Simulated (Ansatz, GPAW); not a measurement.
# RbGeF3 (model structure): optical spectrum from first principles, part 2 of 3

Wanted: where RbGeF3 (model structure) starts to absorb, how strongly, and its refractive index. The cell was made here by substitution or stacking, whether or not such a phase is known. It was built so: All Cs replaced by Rb and Pb replaced by Ge in the Pm-3m structure of CsPbF3. The cell is first relaxed with Ansatz.

GPAW 26.7.0; DFT, RPBE, plane-wave PAW (GPAW data sets), scalar-relativistic, RPA, optical limit.

So far: The starting structure; Relaxation.

## (3) Ground state

First the ground state: is it a metal or has it a gap?

This step: DFT, RPBE, plane-wave PAW (GPAW data sets), scalar-relativistic, ground state (GPAW 26.7.0).

gs.py reads:

```python
from ase import Atoms
from ase.dft.bandgap import bandgap
from gpaw import GPAW, PW, FermiDirac

atoms = Atoms(['Rb', 'Ge', 'F', 'F', 'F'],
              cell=[[4.57413002, 0.00000000, 0.00000000],
                    [0.00000000, 4.57413002, 0.00000000],
                    [0.00000000, 0.00000000, 4.57413002]],
              scaled_positions=[[0.50000000, 0.50000000, 0.50000000],
                                [0.00000000, 1.00000000, 1.00000000],
                                [1.00000000, 1.00000000, 0.50000000],
                                [0.00000000, 0.50000000, 1.00000000],
                                [0.50000000, 0.00000000, 0.00000000]],
              pbc=[True, True, True])
atoms.calc = GPAW(mode=PW(450), xc='RPBE', kpts={'size': (5, 5, 5), 'gamma': True},
                  occupations=FermiDirac(0.05), maxiter=150, txt='gs.txt')
print('energy (eV)', atoms.get_potential_energy())
print('Fermi level (eV)', atoms.calc.get_fermi_level())
print('valence electrons', atoms.calc.get_number_of_electrons())
print('gap (eV)', bandgap(atoms.calc, output=None)[0])
print('direct gap (eV)', bandgap(atoms.calc, direct=True, output=None)[0])
atoms.calc.write('gs.gpw')
```

The run is started by

```console
$ OMP_NUM_THREADS=1 python gs.py
```

Numbers of over 12 decimals in the logs are rounded to 6 here.

The program printed:

```text
__  _  _
 | _ |_)|_||  |
 |__||  | ||/\| - 26.7.0

Versions:
  Python: 3.12.14
  ASE:    3.29.0
  Numpy:  2.5.5
  Scipy:  1.18.1
  Libxc:  7.0.0

Input parameters:
  mode=PW(ecut=450.000000),
  kpts=MonkhorstPack(size=(5, 5, 5), gamma=True),
  maxiter=150,
  occupations=Occupations(name='fermi-dirac', width=0.05, fixmagmom=False),
  xc=XC(name='RPBE')

Diagonalizing LCAO Hamiltonian
Converting LCAO to pw mode
    .----------.
   /|          |
  / |          |
 *  |          |
 |  |          |
 |  |   Rb     |
 F  .----------.
 | F          /
 |/          /
 Ge----F----*

Atoms  # Å, Bohr magnetons
|   | symbol |        x |        y |        z |    initial magnetic moments |
| 0 |     Rb | 2.287065 | 2.287065 | 2.287065 | ( 0.0000,  0.0000,  0.0000) |
| 1 |     Ge | 0.000000 | 4.574130 | 4.574130 | ( 0.0000,  0.0000,  0.0000) |
| 2 |      F | 4.574130 | 4.574130 | 2.287065 | ( 0.0000,  0.0000,  0.0000) |
| 3 |      F | 0.000000 | 2.287065 | 4.574130 | ( 0.0000,  0.0000,  0.0000) |
| 4 |      F | 2.287065 | 0.000000 | 0.000000 | ( 0.0000,  0.0000,  0.0000) |

Unit cell  # Å
| periodic |        x |        y |        z |  lengths |    angles |
|      yes | 4.574130 | 0.000000 | 0.000000 | 4.574130 | 90.000000 |
|      yes | 0.000000 | 4.574130 | 0.000000 | 4.574130 | 90.000000 |
|      yes | 0.000000 | 0.000000 | 4.574130 | 4.574130 | 90.000000 |

Number of symmetries: 48
Symmetry operations  # r_c * U_cc + t_c -> r_c
|    | kind |            matrix            |
|  0 |  E   |  1, 0, 0,  0, 1, 0,  0, 0, 1 |
|  1 |  σ   |  1, 0, 0,  0, 1, 0,  0, 0,-1 |
|  2 |  σ   |  1, 0, 0,  0, 0, 1,  0, 1, 0 |
|  3 |  C4  |  1, 0, 0,  0, 0, 1,  0,-1, 0 |
|  4 |  C4  |  1, 0, 0,  0, 0,-1,  0, 1, 0 |
|  5 |  σ   |  1, 0, 0,  0, 0,-1,  0,-1, 0 |
|  6 |  σ   |  1, 0, 0,  0,-1, 0,  0, 0, 1 |
|  7 |  C2  |  1, 0, 0,  0,-1, 0,  0, 0,-1 |
|  8 |  σ   |  0, 1, 0,  1, 0, 0,  0, 0, 1 |
|  9 |  C2  |  0, 1, 0,  1, 0, 0,  0, 0,-1 |
| 10 |  C3  |  0, 1, 0,  0, 0, 1,  1, 0, 0 |
| 11 |  S6  |  0, 1, 0,  0, 0, 1, -1, 0, 0 |
| 12 |  S6  |  0, 1, 0,  0, 0,-1,  1, 0, 0 |
| 13 |  C3  |  0, 1, 0,  0, 0,-1, -1, 0, 0 |
| 14 |  C4  |  0, 1, 0, -1, 0, 0,  0, 0, 1 |
| 15 |  S4  |  0, 1, 0, -1, 0, 0,  0, 0,-1 |
| 16 |  C3  |  0, 0, 1,  1, 0, 0,  0, 1, 0 |
| 17 |  S6  |  0, 0, 1,  1, 0, 0,  0,-1, 0 |
| 18 |  σ   |  0, 0, 1,  0, 1, 0,  1, 0, 0 |
| 19 |  C4  |  0, 0, 1,  0, 1, 0, -1, 0, 0 |
| 20 |  C2  |  0, 0, 1,  0,-1, 0,  1, 0, 0 |
| 21 |  S4  |  0, 0, 1,  0,-1, 0, -1, 0, 0 |
| 22 |  S6  |  0, 0, 1, -1, 0, 0,  0, 1, 0 |
| 23 |  C3  |  0, 0, 1, -1, 0, 0,  0,-1, 0 |
| 24 |  S6  |  0, 0,-1,  1, 0, 0,  0, 1, 0 |
| 25 |  C3  |  0, 0,-1,  1, 0, 0,  0,-1, 0 |
| 26 |  C4  |  0, 0,-1,  0, 1, 0,  1, 0, 0 |
| 27 |  σ   |  0, 0,-1,  0, 1, 0, -1, 0, 0 |
| 28 |  S4  |  0, 0,-1,  0,-1, 0,  1, 0, 0 |
| 29 |  C2  |  0, 0,-1,  0,-1, 0, -1, 0, 0 |
| 30 |  C3  |  0, 0,-1, -1, 0, 0,  0, 1, 0 |
| 31 |  S6  |  0, 0,-1, -1, 0, 0,  0,-1, 0 |
| 32 |  C4  |  0,-1, 0,  1, 0, 0,  0, 0, 1 |
| 33 |  S4  |  0,-1, 0,  1, 0, 0,  0, 0,-1 |
| 34 |  S6  |  0,-1, 0,  0, 0, 1,  1, 0, 0 |
| 35 |  C3  |  0,-1, 0,  0, 0, 1, -1, 0, 0 |
| 36 |  C3  |  0,-1, 0,  0, 0,-1,  1, 0, 0 |
| 37 |  S6  |  0,-1, 0,  0, 0,-1, -1, 0, 0 |
| 38 |  σ   |  0,-1, 0, -1, 0, 0,  0, 0, 1 |
| 39 |  C2  |  0,-1, 0, -1, 0, 0,  0, 0,-1 |
| 40 |  σ   | -1, 0, 0,  0, 1, 0,  0, 0, 1 |
| 41 |  C2  | -1, 0, 0,  0, 1, 0,  0, 0,-1 |
| 42 |  C2  | -1, 0, 0,  0, 0, 1,  0, 1, 0 |
| 43 |  S4  | -1, 0, 0,  0, 0, 1,  0,-1, 0 |
| 44 |  S4  | -1, 0, 0,  0, 0,-1,  0, 1, 0 |
| 45 |  C2  | -1, 0, 0,  0, 0,-1,  0,-1, 0 |
| 46 |  C2  | -1, 0, 0,  0,-1, 0,  0, 0, 1 |
| 47 |  i   | -1, 0, 0,  0,-1, 0,  0, 0,-1 |

BZ-sampling:
  Number of BZ points: 125
  Number of IBZ points: 10

  Monkhorst-Pack size: [5, 5, 5]
  Monkhorst-Pack shift: [0, 0, 0]

K-points  # in reciprocal-cell coordinates
|   |                                coordinates |     weight |
| 0 | (  0.00000000,   0.00000000,   0.00000000) | 0.00800000 |
| 1 | (  0.20000000,   0.00000000,   0.00000000) | 0.04800000 |
| 2 | (  0.20000000,   0.20000000,   0.00000000) | 0.09600000 |
| 3 | (  0.20000000,   0.20000000,   0.20000000) | 0.06400000 |
| 4 | (  0.40000000,   0.00000000,   0.00000000) | 0.04800000 |
| 5 | (  0.40000000,   0.20000000,   0.00000000) | 0.19200000 |
| 6 | (  0.40000000,   0.20000000,   0.20000000) | 0.19200000 |
| 7 | (  0.40000000,   0.40000000,   0.00000000) | 0.09600000 |
| 8 | (  0.40000000,   0.40000000,   0.20000000) | 0.19200000 |
| 9 | (  0.40000000,   0.40000000,   0.40000000) | 0.06400000 |

Plane wave coefficients: 2103
Cutoff: 450.000000 eV

Spin-components: 1 (collinear spins)
Bands:           21
Projectors:      25
Spin-degeneracy: 2
Datatype:        complex128

Parallelization:
  kpt:    1
  domain: 1
  band:   1

Density:
  Valence electrons: 34.0
  Components: 1
  Grid points: [24 24 24]
  Charge: 0.0  # |e|

Potential:
  Grid points: [24 24 24]

species:
  Rb:
    name:    Rubidium
    id:
    Z:       37.0
    valence: 9
    core:    28
    charge:  0.0  # [|e|]
    compensation charges:
      type: gauss
      rc: 0.38  # [Å]
      lmax: 2
    cutoffs:
      filter: 2.43  # [Å]
      core: 1.99  # [Å]
    projectors
    | kind |    occ | energy [eV] | rcut [Å] |
    |   4s |  2.000 |     -31.890 |    1.376 |
    |   5s |  1.000 |      -2.175 |    1.376 |
    |   4p |  6.000 |     -15.988 |    1.270 |
    |    p |        |      11.223 |    1.270 |
    |    d |        |       0.000 |    1.217 |

    Using partial waves for Rb as LCAO basis

  Ge:
    name:    Germanium
    id:
    Z:       32.0
    valence: 4
    core:    28
    charge:  0.0  # [|e|]
    compensation charges:
      type: gauss
      rc: 0.32  # [Å]
      lmax: 2
    cutoffs:
      filter: 1.77  # [Å]
      core: 3.42  # [Å]
    projectors
    | kind |    occ | energy [eV] | rcut [Å] |
    |   4s |  2.000 |     -11.662 |    1.005 |
    |   4p |  2.000 |      -3.859 |    1.005 |
    |    s |        |      15.549 |    1.005 |
    |    p |        |      23.352 |    1.005 |
    |    d |        |       0.000 |    1.005 |

    Using partial waves for Ge as LCAO basis

  F:
    name:    Fluorine
    id:
    Z:       9.0
    valence: 7
    core:    2
    charge:  0.0  # [|e|]
    compensation charges:
      type: gauss
      rc: 0.20  # [Å]
      lmax: 2
    cutoffs:
      filter: 1.14  # [Å]
      core: 0.74  # [Å]
    projectors
    | kind |    occ | energy [eV] | rcut [Å] |
    |   2s |  2.000 |     -29.979 |    0.635 |
    |   2p |  5.000 |     -11.057 |    0.635 |
    |    s |        |      -2.768 |    0.635 |
    |    p |        |      16.154 |    0.635 |
    |    d |        |       0.000 |    0.635 |

    Using partial waves for F as LCAO basis

Reference energy: -146363.145733  # eV

eigensolver:
  PPCG
  Converge bands: occupied
  niter=2

density mixing:
  MSR1-Mixer
  Pratt-step length: 0.05
  Maximum mixing coefficient: 0.75
  Old densities: 10
  SVD Regularization: 0.005
  Good broyden scale: 1.0
  Trust region scale: 1.0
  Backstep threshold: 4.0
  History deletion threshold: 6.0
  Fourier metric: weight=20.0, sigma=0.015

occupation numbers:
  Fermi-Dirac:
    width: 0.0500  # eV

poisson solver:
  ecut: 3600.000000  # eV

xc functional:
  name: RPBE with 2 nearest neighbor stencil

convergence criteria:
- Maximum [total energy] change in last 3 cyles: 0.0005 eV / valence electron
- Maximum integral of absolute [dens]ity change: 0.0001 electrons / valence electron
- Maximum integral of absolute [eigenst]ate change: 4e-08 eV^2 / valence electron
maximum number of iterations: 150

SCF iterations
|iter     |      energy | eigst |  dens |
|iter:   1||  -21.953671 | -0.76 |       |
|iter:   2||  -21.474815 | -2.13 | -1.04 |
|iter:   3||  -20.176478 | -0.84 | -1.09 |
|iter:   4||  -20.176905 | -2.63 | -1.51 |
|iter:   5||  -20.189048c| -3.17 | -1.77 |
|iter:   6||  -20.190155c| -4.69 | -2.59 |
|iter:   7||  -20.190343c| -5.47 | -3.08 |
|iter:   8||  -20.190356c| -6.52 | -3.72 |
|iter:   9||  -20.190357c| -8.10c| -4.73c|

Converged in 9 steps
SCF loop duration: 6.432 s (0.715 s/step)
Energy contributions relative to reference atoms: (reference = -146363.145733)

Energy contributions:
  Kinetic:          15.714963
  Coulomb:         -16.525087
  Zero:              0.655805
  External:          0.000000
  Xc:              -20.036037
  Entropy:          -0.000000
  Spinorbit:         0.000000
  ----------------------------
  Free energy:     -20.190357
  Extrapolated:    -20.190357

dipole moment: (-42.508491, -42.508491, -42.508491)  # |e|*Ang

Fermi level: 3.877
Eigenvalues  # (at kpt = [0.000, 0.000, 0.000])
| band index |      eig [eV] | occ [0-2] |
|          0 |       -23.364 |     2.000 |
|        ... |               |           |
|          9 |        -2.834 |     2.000 |
|         10 |        -2.834 |     2.000 |
|         11 |        -0.834 |     2.000 |
|         12 |        -0.834 |     2.000 |
|         13 |        -0.834 |     2.000 |
|         14 |        -0.762 |     2.000 |
|         15 |        -0.762 |     2.000 |
|         16 |        -0.762 |     2.000 |
|         17 |         7.634 |     0.000 |
|         18 |         8.857 |     0.000 |
|         19 |         8.857 |     0.000 |
|         20 |         8.857 |     0.000 |

Gap: 3.215 eV
Transition (v -> c):
  (s=0, k=9, n=16, [0.40, 0.40, 0.40]) -> (s=0, k=9, n=17, [0.40, 0.40, 0.40])
No difference between direct/indirect transitions

--- standard output ---
energy (eV) -20.190357
Fermi level (eV) 3.877114
valence electrons 34.0
gap (eV) 3.215346
direct gap (eV) 3.215346
```

It took 7.8 s on 1 thread of Arm Neoverse V2, shared host; peak memory 0.15 GiB.

This step gave:

* energy: -20.19 eV
* Fermi energy: 3.877 eV
* gap on the k-mesh: 3.215 eV
* direct gap on the mesh: 3.215 eV
* electrons: 34

There is a gap, 3.22 eV on this mesh (points off the mesh can give less), so no carriers' term is needed.

## (4) Bands for the response

The response needs many more empty bands than the density does.

This step: DFT, RPBE, plane-wave PAW (GPAW data sets), scalar-relativistic, bands at fixed density (GPAW 26.7.0).

nscf.py reads:

```python
from ase.dft.bandgap import bandgap
from gpaw import GPAW, FermiDirac

calc = GPAW('gs.gpw').fixed_density(kpts={'size': (6, 6, 6), 'gamma': True}, nbands=56, convergence={'bands': 50},
                                    occupations=FermiDirac(0.001), txt='nscf.txt')
print('gap (eV)', bandgap(calc, output=None)[0])
print('direct gap (eV)', bandgap(calc, direct=True, output=None)[0])
print('top band over the Fermi level (eV)', min(calc.get_eigenvalues(kpt=k)[49] for k in range(len(calc.get_ibz_k_points()))) - calc.get_fermi_level())
calc.write('full.gpw', mode='all')
```

The run is started by

```console
$ OMP_NUM_THREADS=1 python nscf.py
```

The program printed:

```text
Diagonalizing LCAO Hamiltonian
Converting LCAO to pw mode
convergence criteria:
- Maximum integral of absolute [eigenst]ate change: 4e-08 eV^2 / valence electron
maximum number of iterations: 150

SCF iterations
|iter     |      energy | eigst |  dens |
|iter:   1||             | +3.35 |       |
|iter:   2||             | +2.09 |       |
|iter:   3||             | +0.98 |       |
|iter:   4||             | -0.37 |       |
|iter:   5||             | -1.45 |       |
|iter:   6||             | -2.50 |       |
|iter:   7||             | -3.33 |       |
|iter:   8||             | -4.38 |       |
|iter:   9||             | -5.22 |       |
|iter:  10||             | -6.31 |       |
|iter:  11||             | -7.07 |       |
|iter:  12||             | -7.61c|       |
SCF steps: 12
  __  _  _
 | _ |_)|_||  |
 |__||  | ||/\| - 26.7.0

Versions:
  Python: 3.12.14
  ASE:    3.29.0
  Numpy:  2.5.5
  Scipy:  1.18.1
  Libxc:  7.0.0

Input parameters:
  mode=PW(ecut=450.000000),
  convergence={'bands': 50},
  gpts=array([24, 24, 24]),
  kpts=MonkhorstPack(size=(6, 6, 6), gamma=True),
  maxiter=150,
  nbands=56,
  occupations=Occupations(name='fermi-dirac', width=0.001, fixmagmom=False),
  parallel={},
  xc=XC(name='RPBE')

--- standard output ---
gap (eV) 2.260907
direct gap (eV) 2.260907
top band over the Fermi level (eV) 22.689185
```

Run time: 40 s. Hardware: 1 thread; peak memory 0.2 GiB.

This step gave:

| Quantity | Value |
| --- | --- |
| gap on the k-mesh | 2.261 eV |
| direct gap on the mesh | 2.261 eV |

[end of part 2 of 3]

[Machine, clock and banner lines and Python warnings are left out of the logs.]

[Logs are printed without paths, hosts, clocks, repeated set-up lines and the standing remarks that a program may print on its own settings, such as how far it seeks lower states.]

[Hosts, paths, dates, database ids (printed as entryN), source tags and the programs' standing remarks are cut or masked in the printed files.]
